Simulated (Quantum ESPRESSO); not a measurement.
# SiC(11-20), H on both faces: a series in the number of layers, part 8 of 12

What law, if any, do the results for SiC(11-20), H on both faces follow against the number of layers?

Quantum ESPRESSO 7.5; plane-wave DFT, PBE, GBRV ultrasoft pseudopotentials.

So far. Step 10 (Band structure, 3 layers): Along this path the valence top lies near Γ and the conduction bottom at Γ. Step 11 (Relaxing the ions, 4 layers): The relaxation lowers the energy by 4 meV an atom.

## Step 12: Ground state, 4 layers

The input, m1.f0.in:

```
&control
  prefix = 'm1.f0'
  outdir = './out'
  pseudo_dir = './pseudo'
  calculation = 'scf'
  tprnfor = .true.
  tefield = .true.
  dipfield = .true.
/
&system
  ibrav = 0
  nat = 24
  ntyp = 3
  ecutwfc = 40
  ecutrho = 200
  occupations = 'smearing'
  smearing = 'fd'
  degauss = 0.002
  edir = 3
  emaxpos = 0.97
  eopreg = 0.04
  eamp = 0.0
  nbnd = 40
/
&electrons
  conv_thr = 1e-09
  mixing_beta = 0.4
  electron_maxstep = 120
  mixing_mode = 'plain'
/
ATOMIC_SPECIES
  H   1.0080  h_pbe_v1.4.uspp.F.UPF
  Si  28.0850  si_pbe_v1.uspp.F.UPF
  C   12.0110  c_pbe_v1.2.uspp.F.UPF
CELL_PARAMETERS angstrom
  5.35374536700000 0.00000000000000 0.00000000000000
  0.00000000000000 5.07286068100000 0.00000000000000
  0.00000000000000 0.00000000000000 23.04456666308922
ATOMIC_POSITIONS crystal
  H   0.204664275200 0.911938731200 0.345989954600
  H   0.795335724800 0.411938731200 0.345989954600
  H   0.240159382500 0.443127155500 0.361626341500
  H   0.759840617500 0.943127155500 0.361626341500
  Si  0.334816969500 0.001411481800 0.400257672400
  Si  0.665183030500 0.501411481800 0.400257672400
  C   0.337088170500 0.372053122500 0.400993218300
  C   0.662911829500 0.872053122500 0.400993218300
  Si  0.834276398300 -0.000694412000 0.466635915900
  Si  0.165723601700 0.499305588000 0.466635915900
  C   0.833766848200 0.374055327400 0.466445510400
  C   0.166233151800 0.874055327400 0.466445510400
  Si  0.334276398300 -0.000694412000 0.533364084100
  Si  0.665723601700 0.499305588000 0.533364084100
  C   0.333766848200 0.374055327400 0.533554489600
  C   0.666233151800 0.874055327400 0.533554489600
  Si  0.834816969500 0.001411481800 0.599742327600
  Si  0.165183030500 0.501411481800 0.599742327600
  C   0.837088170500 0.372053122500 0.599006781700
  C   0.162911829500 0.872053122500 0.599006781700
  H   0.740159382500 0.443127155500 0.638373658500
  H   0.259840617500 0.943127155500 0.638373658500
  H   0.704664275200 0.911938731200 0.654010045400
  H   0.295335724800 0.411938731200 0.654010045400
K_POINTS automatic
  4 4 1 0 0 0
```

Launch:

```
$ OMP_NUM_THREADS=1 mpirun -n 4 pw.x -nk 1 -in m1.f0.in > m1.f0.out
```

The program printed:

```text
[banner, memory and clock lines left out]
Program PWSCF v.7.5 starts
[...]
number of electrons       =        72.00
     number of Kohn-Sham states=           40
     kinetic-energy cutoff     =      40.0000  Ry
     charge density cutoff     =     200.0000  Ry
[...]
number of k points=    10  Fermi-Dirac smearing, width (Ry)=  0.0020
[...]
Dense  grid:   201823 G-vectors     FFT dimensions: (  45,  45, 200)
[...]
negative rho (up, down):  2.019E-03 0.000E+00
[...]
Starting wfcs are   72 randomized atomic wfcs
[...]
negative rho (up, down):  1.745E-03 0.000E+00
[...]
estimated scf accuracy    <       4.10224771 Ry
[...]
negative rho (up, down):  1.955E-03 0.000E+00
[...]
estimated scf accuracy    <       0.26225172 Ry
[...]
negative rho (up, down):  2.226E-03 0.000E+00
[...]
estimated scf accuracy    <       0.06595836 Ry
[...]
negative rho (up, down):  2.418E-03 0.000E+00
[...]
estimated scf accuracy    <       0.00715644 Ry
[...]
negative rho (up, down):  2.477E-03 0.000E+00
[...]
estimated scf accuracy    <       0.00091987 Ry
[...]
negative rho (up, down):  2.511E-03 0.000E+00
[...]
estimated scf accuracy    <       0.00029036 Ry
[...]
negative rho (up, down):  2.532E-03 0.000E+00
[...]
estimated scf accuracy    <       0.00006712 Ry
[...]
negative rho (up, down):  2.545E-03 0.000E+00
[...]
estimated scf accuracy    <       0.00001291 Ry
[...]
negative rho (up, down):  2.553E-03 0.000E+00
[...]
estimated scf accuracy    <       0.00000059 Ry
[...]
negative rho (up, down):  2.557E-03 0.000E+00
[...]
estimated scf accuracy    <       0.00000005 Ry
[...]
negative rho (up, down):  2.560E-03 0.000E+00
[...]
estimated scf accuracy    <          8.5E-09 Ry
[...]
negative rho (up, down):  2.562E-03 0.000E+00
[...]
Total length         41.8060 bohr
[...]
estimated scf accuracy    <          1.4E-09 Ry
[...]
negative rho (up, down):  2.565E-03 0.000E+00
[...]
Computed dipole along edir(3) :
        Dipole               -0.0000 Ry au,         -0.0001 Debye
        Dipole field         -0.0000 Ry au,
        Potential amp.        0.0000 Ry
        Total length         41.8060 bohr
[...]
the Fermi energy is     0.4618 ev
!    total energy              =    -178.27281806 Ry
     estimated scf accuracy    <          4.4E-10 Ry
     smearing contrib. (-TS)   =       0.00000000 Ry
     internal energy E=F+TS    =    -178.27281806 Ry
[...]
one-electron contribution =   -2337.99805071 Ry
     hartree contribution      =    1187.33432365 Ry
     xc contribution           =     -70.34756804 Ry
     ewald contribution        =    1042.73847705 Ry
     electric field correction =       0.00000000 Ry
     convergence has been achieved in  13 iterations
     negative rho (up, down):  2.565E-03 0.000E+00
[...]
Total force =     0.002456     Total SCF correction =     0.000027
[...]
```

It took 76 s on 4 MPI ranks of Arm Neoverse V1, shared host; peak memory 1.1 GiB.

Numbers from this step:

| Item | Value |
| --- | --- |
| Fermi energy | 0.4618 eV |
| dipole along the normal | -2.08e-5 e·Å |
| valence top, on the run's zero | -1.223 eV |
| conduction bottom, on the run's zero | 2.213 eV |
| gap by band count | 3.437 eV |

## Step 13: SCF with pw.x, 4 layers: field 0.1 V/Å

m1.f1.in is the input of step 12 with these lines changed:

```diff
@@ -1,3 +1,3 @@
 &control
-  prefix = 'm1.f0'
+  prefix = 'm1.f1'
   outdir = './out'
@@ -21,3 +21,3 @@
   eopreg = 0.04
-  eamp = 0.0
+  eamp = 0.00194469
   nbnd = 40
@@ -29,2 +29,3 @@
   mixing_mode = 'plain'
+  startingpot = 'file'
 /
```

Launch:

```
$ cp -r out/m1.f0.save out/m1.f1.save
$ OMP_NUM_THREADS=1 mpirun -n 4 pw.x -nk 1 -in m1.f1.in > m1.f1.out
```

The program printed:

```text
[banner, memory and clock lines left out]
Program PWSCF v.7.5 starts
[...]
number of electrons       =        72.00
     number of Kohn-Sham states=           40
     kinetic-energy cutoff     =      40.0000  Ry
     charge density cutoff     =     200.0000  Ry
[...]
number of k points=    10  Fermi-Dirac smearing, width (Ry)=  0.0020
[...]
Dense  grid:   201823 G-vectors     FFT dimensions: (  45,  45, 200)
[...]
The initial density is read from file :
[...]
negative rho (up, down):  2.565E-03 0.000E+00
[...]
Starting wfcs are   72 randomized atomic wfcs
[...]
negative rho (up, down):  2.566E-03 0.000E+00
[...]
estimated scf accuracy    <       0.00874792 Ry
[...]
negative rho (up, down):  2.566E-03 0.000E+00
[...]
estimated scf accuracy    <       0.01336222 Ry
[...]
negative rho (up, down):  2.566E-03 0.000E+00
[...]
estimated scf accuracy    <       0.00005349 Ry
[...]
negative rho (up, down):  2.565E-03 0.000E+00
[...]
estimated scf accuracy    <       0.00001304 Ry
[...]
negative rho (up, down):  2.565E-03 0.000E+00
[...]
estimated scf accuracy    <       0.00000055 Ry
[...]
negative rho (up, down):  2.564E-03 0.000E+00
[...]
estimated scf accuracy    <       0.00000041 Ry
[...]
negative rho (up, down):  2.564E-03 0.000E+00
[...]
estimated scf accuracy    <       0.00000002 Ry
[...]
negative rho (up, down):  2.564E-03 0.000E+00
[...]
estimated scf accuracy    <       0.00000006 Ry
[...]
negative rho (up, down):  2.564E-03 0.000E+00
[...]
Computed dipole along edir(3) :
        Dipole                0.1900 Ry au,          0.4828 Debye
        Dipole field          0.0006 Ry au,
        E field amplitude [Ha a.u.]:  1.9447E-03
        Potential amp.        0.1153 Ry
        Total length         41.8060 bohr
[...]
the Fermi energy is     0.4596 ev
!    total energy              =    -178.27318722 Ry
     estimated scf accuracy    <          5.3E-10 Ry
     smearing contrib. (-TS)   =       0.00000000 Ry
     internal energy E=F+TS    =    -178.27318722 Ry
[...]
one-electron contribution =   -2337.99632435 Ry
     hartree contribution      =    1187.33280703 Ry
     xc contribution           =     -70.34751551 Ry
     ewald contribution        =    1042.73847705 Ry
     electric field correction =      -0.00063144 Ry
     convergence has been achieved in   9 iterations
     negative rho (up, down):  2.564E-03 0.000E+00
[...]
Total force =     0.006745     Total SCF correction =     0.000050
[...]
```

Run time: 68 s. Hardware: 4 MPI ranks; peak memory 1.1 GiB; 4.5 min of CPU time.

Numbers from this step:

```
free energy                          : -2425.5303 eV
Fermi energy                         : 0.4596 eV
dipole along the normal              : 0.1005 e·Å
valence top, on the run's zero       : -1.207 eV
conduction bottom, on the run's zero : 2.228 eV
gap by band count                    : 3.435 eV
```

(Continued in part 9 of 12.)

[Logs are printed without paths, hosts, clocks, repeated set-up lines and the standing remarks that a program may print on its own settings, such as how far it seeks lower states.]

[Hosts, paths, dates, database ids (printed as entryN), source tags and the programs' standing remarks are cut or masked in the printed files.]

[Maps of the electrostatic potential energy from Ansatz leave out the sawtooth potential of an applied field or a dipole correction, so their vacuum need not be flat; planar profiles and work functions include it.]
